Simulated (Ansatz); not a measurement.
# H-SiC-F chair monolayer in a perpendicular field

What dipole does a perpendicular field induce in the H-SiC-F chair monolayer, and does the gap follow? A positive field points along +c.

Program: Ansatz 0.2.0. Level of theory: plane-wave DFT, PBE-D3(BJ), Ansatz PAW. Results are calculated unless marked as measured.

## 1. Starting point

The cell holds 4 atoms: 1 F, 1 C, 1 Si and 1 H. Its edges and angles: a = 3.086 Å, b = 3.086 Å, c = 37.773 Å, α = 90.0°, β = 90.0°, γ = 120.0°. Vacuum lies along c.

## 2. Relaxation

The starting cell is a guess, so the in-plane lattice and the atoms are relaxed first, with the slab cut off from its images along the normal.

Contents of input.yaml:

```yaml
crystal:
  lattice:
    - [3.0855, 0.0, 0.0]
    - [-1.54275, 2.6721213834, 0.0]
    - [0.0, 0.0, 37.7733333313]
  atoms:
    - { symbol: F, position: [0.6666666667, 0.3333333333, 0.455347688] }
    - { symbol: C, position: [0.6666666667, 0.3333333333, 0.4905577127] }
    - { symbol: Si, position: [0.3333333333, 0.6666666667, 0.5070596541] }
    - { symbol: H, position: [0.3333333333, 0.6666666667, 0.544652312] }
  periodic: [true, true, false]
kpoints:
  mp_grid: { grid: [12, 12, 1] }
hamiltonian:
  xc: pbe
  dispersion: d3bj
scf:
  occupations: { method: fermi_dirac, width: 0.05 }
  convergence: { dr2_threshold: 1.0e-09 }
relax:
  f_tol: 0.004
  max_steps: 90
  cell: {}
output:
  write_potential: true
  write_density: true
  volumetric_format: npy
```

Run with:

```sh
$ ansatz run input.yaml --threads 2 --pin off --max-ram 3072MiB --backend cpu --events-out ev --progress --plain --runs-dir out
```

Numbers of over 12 decimals in the logs are rounded to 6 here.

Log:

```text
Warning: relax.cell: scf.convergence.dr2_threshold = 1e-9 eV is looser than the 2.23656050889e-10 eV advised for a relaxation that steers and ends on the stress (1e-10 eV for each atom of the cell: 4, times the square of relax.cell.stress_2d_tol = 0.05 N/m over 13.4 Å (the atoms' height at the walk's start and 5 Å past either face), 3.739e-2 GPa, over a crystal's default 0.05). What an SCF threshold leaves in a stress goes as its square root, and in the free energy as the threshold itself, and one threshold admits the most on a small cell: [figures from the program's tests cut] Set scf.convergence.dr2_threshold to 2.23656050889e-10 eV or tighter. [rest of the remark cut]
Engine: ansatz 0.2.0, x86_64-unknown-linux-gnu
Pseudopotentials: kind: paw
Pseudopotential: F, paw, valence charge 7, recommended cutoff 420 eV (normal), F.paw.azcp
Pseudopotential: C, paw, valence charge 4, recommended cutoff 420 eV (normal), C.paw.azcp
Pseudopotential: Si, paw, valence charge 4, recommended cutoff 420 eV (normal), Si.paw.azcp
Pseudopotential: H, paw, valence charge 1, recommended cutoff 420 eV (normal), H.paw.azcp
Functional definition: PBE
  parameter kappa = 0.804
  parameter beta = 0.066725
  exchange = pbe_x(kappa = kappa, mu = beta*pi^2/3)
  correlation = pbe_c(beta = beta)
Crystal: 4 atoms, lattice volume = 311.435 Å³
Basis set: ecut = 420 eV, 6055 PW (Γ), exchange–correlation on 48×48×512 points (8 copies of the dense FFT grid, shifted against one another)
Bands: 12, of which v1, the nominal top of the filled ones, is band 8 counted from 1 (7 counted from 0)
Symmetry: 6 space group operations
Space group: P3m1 (ITA 156), of the structure as read, at distance tolerance 6.8e-5 Å
k-points: 19 of 144 (time reversal used)
Non-local potential: F, projectors of the file, l = 0: 2, l = 1: 2, l = 2: 1
Non-local potential: C, projectors of the file, l = 0: 2, l = 1: 2, l = 2: 1
Non-local potential: Si, projectors of the file, l = 0: 2, l = 1: 2, l = 2: 2
Non-local potential: H, projectors of the file, l = 0: 2, l = 1: 1
PAW form: soft (Blöchl's): semilocal exchange-correlation on the pseudo side does not see the compensation charge
PAW one-centre angular grid: F, 110 points (default); XC on 64 Gauss nodes
PAW one-centre angular grid: C, 110 points (default); XC on 64 Gauss nodes
PAW one-centre angular grid: Si, 110 points (default); XC on 64 Gauss nodes
PAW one-centre angular grid: H, 110 points (default); XC on 64 Gauss nodes
Initial density: superposition of atomic densities (neutral atoms: chi_scale 0, normalization atom), corrected by the library's trained network
Initial wavefunctions: pseudopotential atomic-orbital guess
Functional: x = pbe(κ = 0.804, μ = 0.219515), c = pbe(β = 0.066725)
SCF iter   1: F=—  HF=-1709.878886 eV  |F-HF|=—  |Δ(HF+E_count)|=         —  Δρ=4.09e-3  dr2=1.15e-1  ethr=1.77e-3  ⟨swp⟩=11.9  Hψ=2461  notcnv=0
preconditioner: auto → Resta (q_TF=auto, 1.663 Å⁻¹)  ε∞=1.4  [insulator: Δε(μ)=2.570 eV  Ē_g=11.997 eV  σ=0.050 eV  W_gap=1.00  n_scr=20 (ndim 8)  ℏωp=7.9 eV  f_vac=0.830  D(μ)=0.00/eV (n_scr^D=0)  ε∞_Penn≈1.4  vacuum switching on, ρ_ref=1.0e-2 e/Å³]
SCF iter   2: F=—  HF=-1709.864894 eV  |F-HF|=—  |Δ(HF+E_count)|=   1.40e-2  Δρ=4.35e-3  dr2=6.70e-2  ethr=7.16e-4  ⟨swp⟩=4.6  Hψ=759  notcnv=0
SCF iter   3: F=—  HF=-1709.852330 eV  |F-HF|=—  |Δ(HF+E_count)|=   1.26e-2  Δρ=1.01e-3  dr2=2.43e-3  ethr=4.19e-4  ⟨swp⟩=3.4  Hψ=508  notcnv=0
SCF iter   4: F=—  HF=-1709.852458 eV  |F-HF|=—  |Δ(HF+E_count)|=   1.28e-4  Δρ=2.99e-4  dr2=2.97e-4  ethr=1.52e-5  ⟨swp⟩=3.4  Hψ=632  notcnv=0
SCF iter   5: F=—  HF=-1709.852519 eV  |F-HF|=—  |Δ(HF+E_count)|=   6.02e-5  Δρ=6.71e-5  dr2=1.06e-5  ethr=1.86e-6  ⟨swp⟩=3.1  Hψ=486  notcnv=0
SCF iter   6: F=—  HF=-1709.852464 eV  |F-HF|=—  |Δ(HF+E_count)|=   5.44e-5  Δρ=2.35e-5  dr2=1.05e-6  ethr=6.62e-8  ⟨swp⟩=2.9  Hψ=496  notcnv=0
SCF iter   7: F=—  HF=-1709.852519 eV  |F-HF|=—  |Δ(HF+E_count)|=   5.50e-5  Δρ=3.61e-6  dr2=3.73e-8  ethr=6.55e-9  ⟨swp⟩=2.8  Hψ=476  notcnv=0
SCF iter   8: F=—  HF=-1709.852519 eV  |F-HF|=—  |Δ(HF+E_count)|=   7.56e-8  Δρ=1.09e-6  dr2=2.02e-9  ethr=2.33e-10  ⟨swp⟩=3.2  Hψ=472  notcnv=0
SCF iter   9: F=-1709.852519 eV  HF=-1709.852519 eV  |F-HF|=2.12e-10  |Δ(HF+E_count)|=   1.70e-8  Δρ=1.94e-7  dr2=8.20e-11  ethr=6.25e-12  ⟨swp⟩=11.3  Hψ=1653  notcnv=0
SCF 1 converged in 9 iterations: F = -1709.852519 eV  dr2 = 8.20e-11
  greatest PAW one-centre occupation: 0.933 electrons in one spin orbital (limit 2), on the F atom at site 0 (counted from 0), in its partial waves of l = 0
relax step   1: F+E_penalty+E_count = -1709.85251915 eV  Δ(F+E_penalty+E_count) = +0.000e0 eV  max|allowed force component| = 3.661e0 eV/Å  Δτ_max = 0.0000 Å  P = +3.007 N/m  Ω = 311.435 Å³  fix = [c, alpha, beta]  reactions: c +0.000 N/m  (9 SCF iters, accepted)
Crystal: 4 atoms, lattice volume = 315.625 Å³
Basis set: ecut = 420 eV, 6151 PW (Γ), exchange–correlation on 48×48×512 points (8 copies of the dense FFT grid, shifted against one another)
Initial density: handed on by an earlier stage of this run
Initial wavefunctions: those handed on with the density
iter 1 solved again at ethr=3.73e-4 eV; its pass at ethr=3.10e-3 eV (dr2=5.96e-2 eV) is discarded
SCF iter   1: F=—  HF=-1710.047369 eV  |F-HF|=—  |Δ(HF+E_count)|=         —  Δρ=7.42e-3  dr2=6.00e-2  ethr=3.73e-4  ⟨swp⟩=1.9  Hψ=2154  notcnv=0
preconditioner: auto → Resta (q_TF=auto, 1.660 Å⁻¹)  ε∞=1.5  [insulator: Δε(μ)=2.538 eV  Ē_g=11.442 eV  σ=0.050 eV  W_gap=1.00  n_scr=18 (ndim 8)  ℏωp=7.8 eV  f_vac=0.833  D(μ)=0.00/eV (n_scr^D=0)  ε∞_Penn≈1.5  vacuum switching on, ρ_ref=9.5e-3 e/Å³]
SCF iter   2: F=—  HF=-1710.032297 eV  |F-HF|=—  |Δ(HF+E_count)|=   1.51e-2  Δρ=3.10e-3  dr2=6.22e-3  ethr=3.73e-4  ⟨swp⟩=3.7  Hψ=537  notcnv=0
SCF iter   3: F=—  HF=-1710.033211 eV  |F-HF|=—  |Δ(HF+E_count)|=   9.13e-4  Δρ=1.18e-3  dr2=3.92e-3  ethr=3.89e-5  ⟨swp⟩=2.7  Hψ=506  notcnv=0
SCF iter   4: F=—  HF=-1710.032687 eV  |F-HF|=—  |Δ(HF+E_count)|=   5.23e-4  Δρ=5.71e-4  dr2=3.08e-4  ethr=2.45e-5  ⟨swp⟩=2.8  Hψ=450  notcnv=0
SCF iter   5: F=—  HF=-1710.032749 eV  |F-HF|=—  |Δ(HF+E_count)|=   6.17e-5  Δρ=1.45e-4  dr2=1.15e-5  ethr=1.92e-6  ⟨swp⟩=2.8  Hψ=440  notcnv=0
SCF iter   6: F=—  HF=-1710.032821 eV  |F-HF|=—  |Δ(HF+E_count)|=   7.22e-5  Δρ=2.44e-5  dr2=7.72e-7  ethr=7.22e-8  ⟨swp⟩=2.7  Hψ=435  notcnv=0
SCF iter   7: F=—  HF=-1710.032868 eV  |F-HF|=—  |Δ(HF+E_count)|=   4.69e-5  Δρ=6.95e-6  dr2=7.85e-8  ethr=4.82e-9  ⟨swp⟩=2.8  Hψ=440  notcnv=0
[...]
relax step   4: F+E_penalty+E_count = -1710.08089770 eV  Δ(F+E_penalty+E_count) = -2.753e-3 eV  max|allowed force component| = 1.068e-1 eV/Å  Δτ_max = 0.0074 Å  P = -0.162 N/m  Ω = 323.143 Å³  energy of the carried Pulay correction = -5.424e-3 eV  fix = [c, alpha, beta]  reactions: c -0.000 N/m  (8 SCF iters, accepted)
[...]
relax step   5: F+E_penalty+E_count = -1710.08137305 eV  Δ(F+E_penalty+E_count) = -4.753e-4 eV  max|allowed force component| = 3.421e-2 eV/Å  Δτ_max = 0.0031 Å  P = +0.019 N/m  Ω = 322.608 Å³  energy of the carried Pulay correction = -5.181e-3 eV  fix = [c, alpha, beta]  reactions: c +0.000 N/m  (7 SCF iters, accepted)
[...]
relax step   6: F+E_penalty+E_count = -1710.08139773 eV  Δ(F+E_penalty+E_count) = -2.468e-5 eV  max|allowed force component| = 4.508e-4 eV/Å  Δτ_max = 0.0009 Å  P = +0.002 N/m  Ω = 322.608 Å³  energy of the carried Pulay correction = -5.181e-3 eV  fix = [c, alpha, beta]  reactions: c +0.000 N/m  (6 SCF iters, accepted)
[...]
relax step   7: F+E_penalty+E_count = -1710.08799133 eV  Δ(F+E_penalty+E_count) = -6.594e-3 eV  max|allowed force component| = 1.109e-3 eV/Å  Δτ_max = 0.0000 Å  P = +0.168 N/m  Ω = 322.608 Å³  fix = [c, alpha, beta]  reactions: c +0.000 N/m  stress off target by 1.68e-1 N/m on what of the cell is left free  SCF on the basis re-selected at this cell (its energy is not comparable with the rows above)  (7 SCF iters)
[...]
relax step   8: F+E_penalty+E_count = -1710.08779022 eV  Δ(F+E_penalty+E_count) = +2.011e-4 eV  max|allowed force component| = 3.350e-3 eV/Å  Δτ_max = 0.0003 Å  P = +0.020 N/m  Ω = 323.264 Å³  energy of the carried Pulay correction = -3.028e-4 eV  fix = [c, alpha, beta]  reactions: c +0.000 N/m  (7 SCF iters, accepted)
iter 1 solved again at ethr=4.20e-7 eV; its pass at ethr=3.10e-3 eV (dr2=6.72e-5 eV) is discarded
SCF iter   1: F=—  HF=-1710.087940 eV  |F-HF|=—  |Δ(HF+E_count)|=         —  Δρ=1.29e-5  dr2=3.88e-8  ethr=4.20e-7  ⟨swp⟩=5.1  Hψ=3437  notcnv=0
eigensolver tolerance schedule: the retry pair's looser diagonalisation over-reported the residual by 1731.58 of it (diagonalisation noise at 0.31 of the residual, at the tolerance the schedule requests for it); recorded, not acted on — ethr = c·dr2/N_el stays at c = 1.0e-1
preconditioner: auto → Resta (q_TF=auto, 1.653 Å⁻¹)  ε∞=1.5  [insulator: Δε(μ)=2.689 eV  Ē_g=11.195 eV  σ=0.050 eV  W_gap=1.00  n_scr=18 (ndim 8)  ℏωp=7.7 eV  f_vac=0.832  D(μ)=0.00/eV (n_scr^D=0)  ε∞_Penn≈1.5  vacuum switching on, ρ_ref=9.1e-3 e/Å³]
SCF iter   2: F=—  HF=-1710.088078 eV  |F-HF|=—  |Δ(HF+E_count)|=   1.38e-4  Δρ=6.24e-6  dr2=1.99e-8  ethr=2.42e-10  ⟨swp⟩=4.3  Hψ=607  notcnv=0
SCF iter   3: F=—  HF=-1710.088116 eV  |F-HF|=—  |Δ(HF+E_count)|=   3.85e-5  Δρ=3.23e-6  dr2=1.04e-8  ethr=1.25e-10  ⟨swp⟩=2.6  Hψ=410  notcnv=0
iter 4 met the thresholds in force, and the SCF goes on: an eigenvalue changes by 30.23 meV, over its tolerance of 1.08 meV (output.eigenvalues, Limitations)
SCF iter   4: F=-1710.088137 eV  HF=-1710.088135 eV  |F-HF|=1.94e-6  |Δ(HF+E_count)|=   1.87e-5  Δρ=5.83e-7  dr2=3.55e-10  ethr=6.25e-12  ⟨swp⟩=16.5  Hψ=2408  notcnv=0
iter 5 met the thresholds in force, and the SCF goes on: an eigenvalue changes by 8.30 meV, over its tolerance of 1.01 meV (output.eigenvalues, Limitations)
SCF iter   5: F=-1710.088137 eV  HF=-1710.088137 eV  |F-HF|=4.12e-7  |Δ(HF+E_count)|=   1.53e-6  Δρ=1.70e-7  dr2=2.12e-11  ethr=2.22e-12  ⟨swp⟩=10.6  Hψ=1748  notcnv=0
Mixer restart at iter 5: flushing history
SCF iter   6: F=-1710.088137 eV  HF=-1710.088137 eV  |F-HF|=1.78e-10  |Δ(HF+E_count)|=   4.12e-7  Δρ=9.39e-8  dr2=1.33e-10  ethr=1.00e-12  ⟨swp⟩=9.9  Hψ=1680  notcnv=0
SCF 9 converged in 6 iterations: F = -1710.088137 eV  dr2 = 1.33e-10
relax step   9: F+E_penalty+E_count = -1710.08813693 eV  Δ(F+E_penalty+E_count) = -3.467e-4 eV  max|allowed force component| = 3.336e-3 eV/Å  Δτ_max = 0.0000 Å  P = +0.023 N/m  Ω = 323.264 Å³  fix = [c, alpha, beta]  reactions: c +0.000 N/m  stress off target by 2.33e-2 N/m on what of the cell is left free  SCF on the basis re-selected at this cell (its energy is not comparable with the rows above)  (6 SCF iters)
basis re-selected at this cell: Δ(F+E_penalty+E_count) = -3.467e-4 eV, ΔP = +0.003 N/m vs the last step (what re-selecting the basis moved, of the pressure what is left beyond the Pulay correction that the steps carried, after the strain that the cell walked since its last selection, with what the two solves' SCF thresholds leave and, on support functions, any second-order correction that the steps lacked; it is no m [...]
WARN: The output density's exchange-correlation potential varies sharply where the density is thin. Do not read a vacuum level from v_tot or v_xc, or from such a field of the output density. On a cell that repeats whose density bears no net charge and no dipole along the vacuum's axis use v_es (v_loc + v_h of the components); under efield.dipole_correction with no amplitude use v_es + v_field, which holds any externa [...]
SCF converged after 6 iterations
an eigenvalue changed by more than its tolerance at an iteration that met the thresholds in force, so the SCF went on 2 times, its first undamped step at iteration 5: the last check found none over its tolerance
Free energy (F): -1710.088137 eV
Harris-Foulkes:  -1710.088137 eV  (|F-HF|=1.78e-10)
Internal energy: -1710.088137 eV  (E = F + TS)
E sigma→0 (E₀):  -1710.088137 eV
Fermi energy:    -5.004276 eV
--- Per-component energies (eV) ---
  E_band       = -225.997779
  E_kinetic    = 350.213912
  E_local      = -22848.709419  (includes V_loc(G=0)·N_el)
  E_nonlocal   = 127.263659
  E_hartree    = 11220.003433
  E_xc         = -191.624770
  E_vxc        = -219.606726  (∫ρ·V_xc dr)
  E_paw        = -812.553898  (= ΣΔE_a)
  E_vpaw       = -75.167380  (= ΣTr[D̂ρ^β])
  E_aug_tail   = 0.000800  (compensation charges beyond the density's cutoff)
  E_ewald      = 10445.668461
  E_disp       = -0.350315  (pairwise vdW)
  E_smearing   = -0.000000  (= −TS)
  E_closure    = 0.000000  (closes the sum)
  Σ components = -1710.088137   (vs F -1710.088137, Δ=0.00e0)
--- Forces (eV/Å), atoms counted from 1 ---
  atom   1  F      0.00000000    -0.00000000    -0.00202232
  atom   2  C      0.00000000     0.00000000     0.00333794
  atom   3  Si     0.00000000    -0.00000000     0.00118052
  atom   4  H     -0.00000000    -0.00000000    -0.00248920
  max |Σ_I F_I| component: 6.94e-6 eV/Å
--- 2D stress c σ (N/m, compression-positive) ---
        0.023313      -0.000000      -0.000000
       -0.000000       0.023313       0.000000
       -0.000000       0.000000       0.000000
  P = ½ c Tr σ = 0.0233 N/m
--- Band table (eV; the first three rows and the last of 19) ---
  k-point 0: bands = [... 4 lower, -10.6573, -10.5796, -6.3720, -6.3720, -3.6830, -1.8147 (-1.8147°), -1.0080, -0.4208]
  k-point 1: bands = [... 4 lower, -10.6950, -10.4880, -6.7973, -6.4857, -3.4287, -1.6567 (-1.6568°), -0.8660, -0.2774]
  k-point 2: bands = [... 4 lower, -10.7978, -10.4237, -7.6453, -6.7587, -2.9714, -1.3803 (-1.3803°), -0.4802, -0.1840]
  k-point 18: bands = [... 4 lower, -12.3017, -10.9027, -9.2451, -8.2745, -1.3989, -1.3890, 1.4516, 2.5742]
  ° read free of the cell's end (the report's vacuum.weakly_bound_levels)
--- Relaxed structure (7 steps of the walk, 7 accepted, 2 SCFs on fresh bases) ---
  F+E_penalty+E_count = -1710.08813693 eV   max|allowed force component| = 3.336e-3 eV/Å   (the final SCF, on the basis selected at the relaxed cell)
  cell:  # Å, volume = 323.2643 Å³
    - [3.143554, 0, 0]
    - [-1.571777, 2.722397, 0]
    - [0, 0, 37.7733333313]
  atoms:
    - { symbol: F, position: [0.666667, 0.333333, 0.453354] }
    - { symbol: C, position: [0.666667, 0.333333, 0.491132] }
    - { symbol: Si, position: [0.333333, 0.666667, 0.506734] }
    - { symbol: H, position: [0.333333, 0.666667, 0.546397] }
```

Elapsed: 38 s, on 2 threads of Intel Xeon Platinum 8375C at 2.90GHz (Ice Lake), shared host; peak memory 0.59 GiB; 71 s of CPU time.

The steps of the relaxation:

```csv
step,energy less that of the first step (eV),largest force component (eV/Å),volume (Å³)
1,0.0000,3.6610,311.43
2,-0.1803,1.5306,315.63
3,-0.2256,0.4184,322.77
4,-0.2284,0.1068,323.14
5,-0.2289,0.0342,322.61
6,-0.2289,0.0005,322.61
7*,-0.2355,0.0011,322.61
8,-0.2353,0.0034,323.26
9*,-0.2356,0.0033,323.26
```

Relaxation steps marked * repeat the geometry before them on a plane-wave basis chosen anew for their cell, so energy and pressure can jump there.

The run keeps the 6 symmetry operations that it works with, so distortions that break them were not tested.

```csv
cell as run,before,after,change
a (Å),3.086,3.144,+1.9 %
b (Å),3.086,3.144,+1.9 %
```

The atoms that moved most (Å, along periodic axes as changes of fractional coordinates times the final cell, across vacuum about the mean position):

```csv
atom,dx,dy,dz,length
F1,0.000,0.000,-0.075,0.075
H4,0.000,0.000,0.066,0.066
C2,0.000,0.000,0.022,0.022
Si3,0.000,0.000,-0.012,0.012
```

This step gave:

- gap on the k-mesh: 2.689 eV

The lattice constant a goes from 3.086 to 3.144 Å.

[end of part 1 of 2]

[Logs are printed without paths, hosts, clocks, repeated set-up lines and the standing remarks that a program may print on its own settings, such as how far it seeks lower states.]

[Hosts, paths, dates, database ids (printed as entryN), source tags and the programs' standing remarks are cut or masked in the printed files.]

[Maps of the electrostatic potential energy from Ansatz leave out the sawtooth potential of an applied field or a dipole correction, so their vacuum need not be flat; planar profiles and work functions include it.]
